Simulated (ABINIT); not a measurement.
# Beyond one shot: CsSrF3 (Pm-3m), part 2 of 3

How far does self-consistency move the gap of CsSrF3 (Pm-3m)?

ABINIT 10.8.3; LDA and many-body steps on it, plane waves. Known limits of the many-body steps: not at the basis limit; no spin-orbit coupling; coarse k mesh.

So far. Step 7 (evGW0, cycle 3): Against the cycle before, the gap moves by −0.002 eV.

## Step 8: Screening, 2×2×2 mesh, 91 bands, screening to 106.1 eV

This step: RPA screening on LDA, plane waves, norm-conserving pseudopotentials.

run.abi

```
acell 3*1.0 Angstrom
rprim 
  4.763247010000 0.000000000000 0.000000000000
  0.000000000000 4.763247010000 0.000000000000
  0.000000000000 0.000000000000 4.763247010000
ntypat 3
znucl 55 38 9
natom 5
typat 1 2 3 3 3
xred 
  0.000000000000 0.000000000000 0.000000000000
  0.500000000000 0.500000000000 0.500000000000
  0.000000000000 0.500000000000 0.500000000000
  0.500000000000 0.000000000000 0.500000000000
  0.500000000000 0.500000000000 0.000000000000
pp_dirpath "pseudos"
pseudos "Cs.upf, Sr.upf, F.upf"
ecut 36
ngkpt 2 2 2
nshiftk 1
shiftk 0 0 0
kptopt 1
chksymbreak 0
istwfk *1
occopt 1
irdwfk 1
optdriver 3
nband 91
ecuteps 3.9
inclvkb 2
awtr 1
symchi 1
gwcalctyp 10
mbpt_sciss 4.221 eV
nqptdm 1
qptdm 
  0 0 0
indata_prefix "in"
outdata_prefix "out"
tmpdata_prefix "tmp"
```

Command:

```bash
$ OMP_NUM_THREADS=1 mpirun -n 8 abinit run.abi > log
```

The program printed:

```text
.Version 10.8.3 of ABINIT. v10.8.2 released Aug 2026.

 Symmetries : space group Pm -3 m (#221); Bravais cP (primitive cubic)
[... echo of the input left out ...]
== DATASET  1 ==================================================================
-   mpi_nproc: 8, omp_nthreads: 1 (-1 if OMP is not activated)

--- !DatasetInfo
iteration_state: {dtset: 1, }
dimensions: {natom: 5, nkpt: 4, mband: 91, nsppol: 1, nspinor: 1, nspden: 1, mpw: 7568, }
cutoff_energies: {ecut:  36.0, pawecutdg:  -1.0, }
electrons: {nelect:   4.00000000E+01, charge:   0.00000000E+00, occopt:   1.00000000E+00, tsmear:   1.00000000E-02, }

 SCREENING: Calculation of the susceptibility and dielectric matrices

 Based on a program developped by R.W. Godby, V. Olevano, G. Onida, and L. Reining.
 Incorporated in ABINIT by V. Olevano, G.-M. Rignanese, and M. Torrent.
.Using double precision arithmetic ; gwpc =  8

[... cell and pseudopotentials left out ...]
--------------------------------------------------------------------------------

 ==== K-mesh for the wavefunctions ====
 Number of points in the irreducible wedge :     4
[... list of points left out ...]
 Together with 48 symmetry operations and time-reversal symmetry
 yields     8 points in the full Brillouin Zone.

 ==== Q-mesh for the screening function ====
 Number of points in the irreducible wedge :     4
[... list of points left out ...]
 Together with 48 symmetry operations and time-reversal symmetry
 yields     8 points in the full Brillouin Zone.

 setmesh: FFT mesh size selected  =    36x   36x   36
          total number of points  =        46656

 vcoul_init : cutoff-mode = AUXILIARY_FUNCTION
 q-points for optical limit:   1
     1)      0.000010    0.000020    0.000030

 Dielectric matrix will be calculated only for some
 selected q points provided by the user through the input variables
 nqptdm and qptdm

- screening: taking advantage of time-reversal symmetry
- Maximum band index for partially occupied states nbvw = 20
- Remaining bands to be divided among processors   nbcw = 71
- Number of bands treated by each node ~8

 rdqps: reading QP wavefunctions of the previous step
        looking for file in_QPS
 file not found, 1st iteration initialized with KS eigenelements

 screening : performing a first self-consistency
 update of the energies in W by a scissor operator
 applying a scissor operator of [eV] :   4.221

 Number of electrons calculated from density =   40.0000; Expected =   40.0000
 average of density, n =  0.054847
 r_s =    1.6327
 omega_plasma =   22.5909 [eV]

 calculating chi0 at frequencies [eV] :
  1    0.000000E+00    0.000000E+00
  2    0.000000E+00    2.259085E+01

--------------------------------------------------------------------------------
  q-point number  1        q = ( 0.000000, 0.000000, 0.000000) [r.l.u.]
--------------------------------------------------------------------------------
[... chi0 elements left out ...]
 For q-point:  0.000010 0.000020 0.000030
  dielectric constant =   1.9648
  dielectric constant without local fields =   2.1336

  Average fulfillment of the sum rule on Im[epsilon] for q-point    1 :     53.92  [%]
[... wings left out ...]
== END DATASET(S) ==============================================================
================================================================================

 -outvars: echo values of variables after computation  --------
           etotal      0.0000000000E+00
            nband          91
             nkpt           4
          spgroup         221
 [... the other variables as echoed above ...]

 Calculation completed.
```

Elapsed: 14 s, on 8 MPI ranks of Arm Neoverse N1, shared host; peak memory 2 GiB.

Numbers from this step:

```yaml
eps_infinity_with_local_fields_on_this_mesh_along_the_program_s_q_direction: 1.965
the_same_without_local_fields: 2.134
plasma_frequency: 22.59 eV
plane_waves_in_the_screening_matrix: 257
```

This screening uses the functional's bands under a rigid shift, the mean opening of the cycle before.

## Step 9: Screening, 2×2×2 mesh, 91 bands, screening to 106.1 eV

This step: RPA screening on LDA from quasiparticle energies, plane waves, norm-conserving pseudopotentials.

Changes to run.abi since step 8:

```diff
@@ -32,7 +32,9 @@
 symchi 1
+irdqps 1
 gwcalctyp 10
-mbpt_sciss 4.221 eV
-nqptdm 1
+nqptdm 3
 qptdm 
-  0 0 0
+  0.5000000000 0.0000000000 0.0000000000
+  0.5000000000 0.5000000000 0.0000000000
+  0.5000000000 0.5000000000 0.5000000000
 indata_prefix "in"
```

mrgscr.stdin

```
2
merged
q0_SCR
out_SCR
1
```

Command:

```bash
$ OMP_NUM_THREADS=1 mpirun -n 8 abinit run.abi > log; mrgscr < mrgscr.stdin
```

The program printed:

```text
.Version 10.8.3 of ABINIT. v10.8.2 released Aug 2026.

 Symmetries : space group Pm -3 m (#221); Bravais cP (primitive cubic)
[... echo of the input left out ...]
== DATASET  1 ==================================================================
-   mpi_nproc: 8, omp_nthreads: 1 (-1 if OMP is not activated)

--- !DatasetInfo
iteration_state: {dtset: 1, }
dimensions: {natom: 5, nkpt: 4, mband: 91, nsppol: 1, nspinor: 1, nspden: 1, mpw: 7568, }
cutoff_energies: {ecut:  36.0, pawecutdg:  -1.0, }
[...]
q-point number  1        q = ( 0.500000, 0.000000, 0.000000) [r.l.u.]
--------------------------------------------------------------------------------
[... chi0 elements left out ...]
  Average fulfillment of the sum rule on Im[epsilon] for q-point    2 :     62.87  [%]

--------------------------------------------------------------------------------
  q-point number  2        q = ( 0.500000, 0.500000, 0.000000) [r.l.u.]
--------------------------------------------------------------------------------
[... chi0 elements left out ...]
  Average fulfillment of the sum rule on Im[epsilon] for q-point    3 :     59.69  [%]

 [... 1 further q-points ...]
```

The job ended after 11 s (8 MPI ranks; peak memory 1.5 GiB; 87 s of CPU time).

This step gave:

| Property | Result |
| --- | --- |
| plasma frequency | 22.59 eV |
| plane waves in the screening matrix | 257 |

This screening reads the quasiparticle levels of the cycle before.

## Step 10: evGW, cycle 1

This step: evGW on LDA, plane waves, norm-conserving pseudopotentials.

Changes to run.abi since step 9:

```diff
@@ -26,12 +26,10 @@
 irdwfk 1
-optdriver 3
+optdriver 4
 nband 91
-ecuteps 3.9
-inclvkb 2
-awtr 1
-symchi 1
-irdqps 1
 gwcalctyp 10
-nqptdm 3
-qptdm 
+ecutsigx 36
+symsigma 1
+nkptgw 4
+kptgw 
+  0.0000000000 0.0000000000 0.0000000000
   0.5000000000 0.0000000000 0.0000000000
@@ -39,2 +37,11 @@
   0.5000000000 0.5000000000 0.5000000000
+bdgw 
+  9 38
+  9 38
+  9 38
+  9 38
+ecuteps 3.9
+irdscr 1
+ppmodel 1
+irdqps 1
 indata_prefix "in"
```

Command:

```bash
$ OMP_NUM_THREADS=1 mpirun -n 8 abinit run.abi > log
```

The program printed:

```text
.Version 10.8.3 of ABINIT. v10.8.2 released Aug 2026.

 Symmetries : space group Pm -3 m (#221); Bravais cP (primitive cubic)
[... echo of the input left out ...]
== DATASET  1 ==================================================================
-   mpi_nproc: 8, omp_nthreads: 1 (-1 if OMP is not activated)

--- !DatasetInfo
iteration_state: {dtset: 1, }
dimensions: {natom: 5, nkpt: 4, mband: 91, nsppol: 1, nspinor: 1, nspden: 1, mpw: 7568, }
cutoff_energies: {ecut:  36.0, pawecutdg:  -1.0, }
[...]
.  kptgw no:  2; Maximum DeltaE = (   0.470   0.000) for band index:  8
.  kptgw no:  3; Maximum DeltaE = (   0.513   0.001) for band index:  8
.  kptgw no:  4; Maximum DeltaE = (   0.333   0.000) for band index: 29

== END DATASET(S) ==============================================================
================================================================================

 -outvars: echo values of variables after computation  --------
           etotal      0.0000000000E+00
            nband          91
             nkpt           4
          spgroup         221
 [... the other variables as echoed above ...]

 Calculation completed.
```

It took 60 s on 8 MPI ranks; peak memory 3.7 GiB; 7.9 min of CPU time.

Numbers from this step:

```yaml
quasiparticle_gap_on_the_mesh: 11.03 eV
gap_of_the_density_functional_on_the_mesh: 6.076 eV
k_of_the_valence_top: 0, 0, 0
k_of_the_conduction_bottom: 0, 0, 0
least_direct_quasiparticle_gap_on_the_computed_points: 11.03 eV
```

Against G0W0 in ABINIT (2×2×2 mesh, 91 bands, screening to 106.1 eV, Godby-Needs plasmon pole), the gap moves by +1.446 eV.

## Step 11: Screening, 2×2×2 mesh, 91 bands, screening to 106.1 eV

This step: RPA screening on LDA, plane waves, norm-conserving pseudopotentials.

Changes to run.abi since step 10:

```diff
@@ -26,22 +26,13 @@
 irdwfk 1
-optdriver 4
+optdriver 3
 nband 91
+ecuteps 3.9
+inclvkb 2
+awtr 1
+symchi 1
 gwcalctyp 10
-ecutsigx 36
-symsigma 1
-nkptgw 4
-kptgw 
-  0.0000000000 0.0000000000 0.0000000000
-  0.5000000000 0.0000000000 0.0000000000
-  0.5000000000 0.5000000000 0.0000000000
-  0.5000000000 0.5000000000 0.5000000000
-bdgw 
-  9 38
-  9 38
-  9 38
-  9 38
-ecuteps 3.9
-irdscr 1
-ppmodel 1
-irdqps 1
+mbpt_sciss 5.115 eV
+nqptdm 1
+qptdm 
+  0 0 0
 indata_prefix "in"
```

The program printed:

```text
.Version 10.8.3 of ABINIT. v10.8.2 released Aug 2026.

 Symmetries : space group Pm -3 m (#221); Bravais cP (primitive cubic)
[... echo of the input left out ...]
== DATASET  1 ==================================================================
-   mpi_nproc: 8, omp_nthreads: 1 (-1 if OMP is not activated)

--- !DatasetInfo
iteration_state: {dtset: 1, }
dimensions: {natom: 5, nkpt: 4, mband: 91, nsppol: 1, nspinor: 1, nspden: 1, mpw: 7568, }
cutoff_energies: {ecut:  36.0, pawecutdg:  -1.0, }
[...]
[... chi0 elements left out ...]
 For q-point:  0.000010 0.000020 0.000030
  dielectric constant =   1.9204
  dielectric constant without local fields =   2.0779

  Average fulfillment of the sum rule on Im[epsilon] for q-point    1 :     55.58  [%]
[... wings left out ...]
== END DATASET(S) ==============================================================
================================================================================

 -outvars: echo values of variables after computation  --------
           etotal      0.0000000000E+00
            nband          91
             nkpt           4
          spgroup         221
 [... the other variables as echoed above ...]

 Calculation completed.
```

The job ended after 14 s (8 MPI ranks; peak memory 2 GiB).

Numbers from this step:

```yaml
eps_infinity_with_local_fields_on_this_mesh_along_the_program_s_q_direction: 1.920
the_same_without_local_fields: 2.078
plasma_frequency: 22.59 eV
plane_waves_in_the_screening_matrix: 257
```

This screening uses the functional's bands under a rigid shift, the mean opening of the cycle before.

## Step 12: Screening, 2×2×2 mesh, 91 bands, screening to 106.1 eV

This step: RPA screening on LDA from quasiparticle energies, plane waves, norm-conserving pseudopotentials.

Changes to run.abi since step 11:

```diff
@@ -32,7 +32,9 @@
 symchi 1
+irdqps 1
 gwcalctyp 10
-mbpt_sciss 5.115 eV
-nqptdm 1
+nqptdm 3
 qptdm 
-  0 0 0
+  0.5000000000 0.0000000000 0.0000000000
+  0.5000000000 0.5000000000 0.0000000000
+  0.5000000000 0.5000000000 0.5000000000
 indata_prefix "in"
```

mrgscr.stdin is that of step 9.

Command:

```bash
$ OMP_NUM_THREADS=1 mpirun -n 8 abinit run.abi > log; mrgscr < mrgscr.stdin
```

The program printed:

```text
.Version 10.8.3 of ABINIT. v10.8.2 released Aug 2026.

 Symmetries : space group Pm -3 m (#221); Bravais cP (primitive cubic)
[... echo of the input left out ...]
== DATASET  1 ==================================================================
-   mpi_nproc: 8, omp_nthreads: 1 (-1 if OMP is not activated)

--- !DatasetInfo
iteration_state: {dtset: 1, }
dimensions: {natom: 5, nkpt: 4, mband: 91, nsppol: 1, nspinor: 1, nspden: 1, mpw: 7568, }
cutoff_energies: {ecut:  36.0, pawecutdg:  -1.0, }
[...]
q-point number  1        q = ( 0.500000, 0.000000, 0.000000) [r.l.u.]
--------------------------------------------------------------------------------
[... chi0 elements left out ...]
  Average fulfillment of the sum rule on Im[epsilon] for q-point    2 :     64.34  [%]

--------------------------------------------------------------------------------
  q-point number  2        q = ( 0.500000, 0.500000, 0.000000) [r.l.u.]
--------------------------------------------------------------------------------
[... chi0 elements left out ...]
  Average fulfillment of the sum rule on Im[epsilon] for q-point    3 :     60.99  [%]

 [... 1 further q-points ...]
```

Wall time 10 s (8 MPI ranks); peak memory 1.5 GiB; 81 s of CPU time.

This step gave:

* plasma frequency: 22.59 eV
* plane waves in the screening matrix: 257

This screening reads the quasiparticle levels of the cycle before.

## Step 13: evGW, cycle 2

This step: evGW on LDA, plane waves, norm-conserving pseudopotentials.

Changes to run.abi since step 12:

```diff
@@ -26,12 +26,10 @@
 irdwfk 1
-optdriver 3
+optdriver 4
 nband 91
-ecuteps 3.9
-inclvkb 2
-awtr 1
-symchi 1
-irdqps 1
 gwcalctyp 10
-nqptdm 3
-qptdm 
+ecutsigx 36
+symsigma 1
+nkptgw 4
+kptgw 
+  0.0000000000 0.0000000000 0.0000000000
   0.5000000000 0.0000000000 0.0000000000
@@ -39,2 +37,11 @@
   0.5000000000 0.5000000000 0.5000000000
+bdgw 
+  9 38
+  9 38
+  9 38
+  9 38
+ecuteps 3.9
+irdscr 1
+ppmodel 1
+irdqps 1
 indata_prefix "in"
```

Command:

```bash
$ OMP_NUM_THREADS=1 mpirun -n 8 abinit run.abi > log
```

The program printed:

```text
.Version 10.8.3 of ABINIT. v10.8.2 released Aug 2026.

 Symmetries : space group Pm -3 m (#221); Bravais cP (primitive cubic)
[... echo of the input left out ...]
== DATASET  1 ==================================================================
-   mpi_nproc: 8, omp_nthreads: 1 (-1 if OMP is not activated)

--- !DatasetInfo
iteration_state: {dtset: 1, }
dimensions: {natom: 5, nkpt: 4, mband: 91, nsppol: 1, nspinor: 1, nspden: 1, mpw: 7568, }
cutoff_energies: {ecut:  36.0, pawecutdg:  -1.0, }
[...]
.  kptgw no:  2; Maximum DeltaE = (   0.038  -0.000) for band index:  4
.  kptgw no:  3; Maximum DeltaE = (   0.040  -0.000) for band index:  6
.  kptgw no:  4; Maximum DeltaE = (   0.042   0.000) for band index:  5

== END DATASET(S) ==============================================================
================================================================================

 -outvars: echo values of variables after computation  --------
           etotal      0.0000000000E+00
            nband          91
             nkpt           4
          spgroup         221
 [... the other variables as echoed above ...]

 Calculation completed.
```

Run time: 59 s. Hardware: 8 MPI ranks; peak memory 3.7 GiB.

Numbers from this step:

* quasiparticle gap on the mesh: 11.17 eV
* gap of the density functional on the mesh: 6.076 eV
* k of the valence top: 0, 0, 0
* k of the conduction bottom: 0, 0, 0
* least direct quasiparticle gap on the computed points: 11.17 eV

Against the cycle before, the gap moves by +0.144 eV.

## Step 14: Screening, 2×2×2 mesh, 91 bands, screening to 106.1 eV

This step: RPA screening on LDA, plane waves, norm-conserving pseudopotentials.

Changes to run.abi since step 13:

```diff
@@ -26,22 +26,13 @@
 irdwfk 1
-optdriver 4
+optdriver 3
 nband 91
+ecuteps 3.9
+inclvkb 2
+awtr 1
+symchi 1
 gwcalctyp 10
-ecutsigx 36
-symsigma 1
-nkptgw 4
-kptgw 
-  0.0000000000 0.0000000000 0.0000000000
-  0.5000000000 0.0000000000 0.0000000000
-  0.5000000000 0.5000000000 0.0000000000
-  0.5000000000 0.5000000000 0.5000000000
-bdgw 
-  9 38
-  9 38
-  9 38
-  9 38
-ecuteps 3.9
-irdscr 1
-ppmodel 1
-irdqps 1
+mbpt_sciss 5.253 eV
+nqptdm 1
+qptdm 
+  0 0 0
 indata_prefix "in"
```

The program printed:

```text
.Version 10.8.3 of ABINIT. v10.8.2 released Aug 2026.

 Symmetries : space group Pm -3 m (#221); Bravais cP (primitive cubic)
[... echo of the input left out ...]
== DATASET  1 ==================================================================
-   mpi_nproc: 8, omp_nthreads: 1 (-1 if OMP is not activated)

--- !DatasetInfo
iteration_state: {dtset: 1, }
dimensions: {natom: 5, nkpt: 4, mband: 91, nsppol: 1, nspinor: 1, nspden: 1, mpw: 7568, }
cutoff_energies: {ecut:  36.0, pawecutdg:  -1.0, }
[...]
[... chi0 elements left out ...]
 For q-point:  0.000010 0.000020 0.000030
  dielectric constant =   1.9139
  dielectric constant without local fields =   2.0698

  Average fulfillment of the sum rule on Im[epsilon] for q-point    1 :     55.83  [%]
[... wings left out ...]
== END DATASET(S) ==============================================================
================================================================================

 -outvars: echo values of variables after computation  --------
           etotal      0.0000000000E+00
            nband          91
             nkpt           4
          spgroup         221
 [... the other variables as echoed above ...]

 Calculation completed.
```

Run time: 14 s. Hardware: 8 MPI ranks; peak memory 2 GiB; 1.8 min of CPU time.

This step gave:

| Quantity | Value |
| --- | --- |
| ε∞ with local fields, on this mesh, along the program's q direction | 1.914 |
| the same without local fields | 2.070 |
| plasma frequency | 22.59 eV |
| plane waves in the screening matrix | 257 |

This screening uses the functional's bands under a rigid shift, the mean opening of the cycle before.

## Step 15: Screening, 2×2×2 mesh, 91 bands, screening to 106.1 eV

This step: RPA screening on LDA from quasiparticle energies, plane waves, norm-conserving pseudopotentials.

Changes to run.abi since step 14:

```diff
@@ -32,7 +32,9 @@
 symchi 1
+irdqps 1
 gwcalctyp 10
-mbpt_sciss 5.253 eV
-nqptdm 1
+nqptdm 3
 qptdm 
-  0 0 0
+  0.5000000000 0.0000000000 0.0000000000
+  0.5000000000 0.5000000000 0.0000000000
+  0.5000000000 0.5000000000 0.5000000000
 indata_prefix "in"
```

mrgscr.stdin is that of step 12.

Command:

```bash
$ OMP_NUM_THREADS=1 mpirun -n 8 abinit run.abi > log; mrgscr < mrgscr.stdin
```

The program printed:

```text
.Version 10.8.3 of ABINIT. v10.8.2 released Aug 2026.

 Symmetries : space group Pm -3 m (#221); Bravais cP (primitive cubic)
[... echo of the input left out ...]
== DATASET  1 ==================================================================
-   mpi_nproc: 8, omp_nthreads: 1 (-1 if OMP is not activated)

--- !DatasetInfo
iteration_state: {dtset: 1, }
dimensions: {natom: 5, nkpt: 4, mband: 91, nsppol: 1, nspinor: 1, nspden: 1, mpw: 7568, }
cutoff_energies: {ecut:  36.0, pawecutdg:  -1.0, }
[...]
q-point number  1        q = ( 0.500000, 0.000000, 0.000000) [r.l.u.]
--------------------------------------------------------------------------------
[... chi0 elements left out ...]
  Average fulfillment of the sum rule on Im[epsilon] for q-point    2 :     64.53  [%]

--------------------------------------------------------------------------------
  q-point number  2        q = ( 0.500000, 0.500000, 0.000000) [r.l.u.]
--------------------------------------------------------------------------------
[... chi0 elements left out ...]
  Average fulfillment of the sum rule on Im[epsilon] for q-point    3 :     61.16  [%]

 [... 1 further q-points ...]
```

It took 11 s on 8 MPI ranks; peak memory 1.5 GiB.

Numbers from this step:

- plasma frequency: 22.59 eV
- plane waves in the screening matrix: 257

This screening reads the quasiparticle levels of the cycle before.

(Part 2 of 3 ends here.)

[Paths, hosts, dates, memory and timing lines, banners, echoed tables and standing remarks are left out of the program output.]

[Logs are printed without paths, hosts, clocks, repeated set-up lines and the standing remarks that a program may print on its own settings, such as how far it seeks lower states.]

[Runs of the session that timed out or met a known fault of the program may be left out.]

[Hosts, paths, dates, database ids (printed as entryN), source tags and the programs' standing remarks are cut or masked in the printed files.]

[G0W0 gaps are taken among the corrected bands and points alone; a level outside them can change the order at an edge.]

[Where Ansatz stands beside ABINIT at settings called matched, ABINIT's density can come from a denser mesh and the files from another edition; pairs whose starting gaps differed by over 0.03 eV were left out, so agreement reads better than it is.]
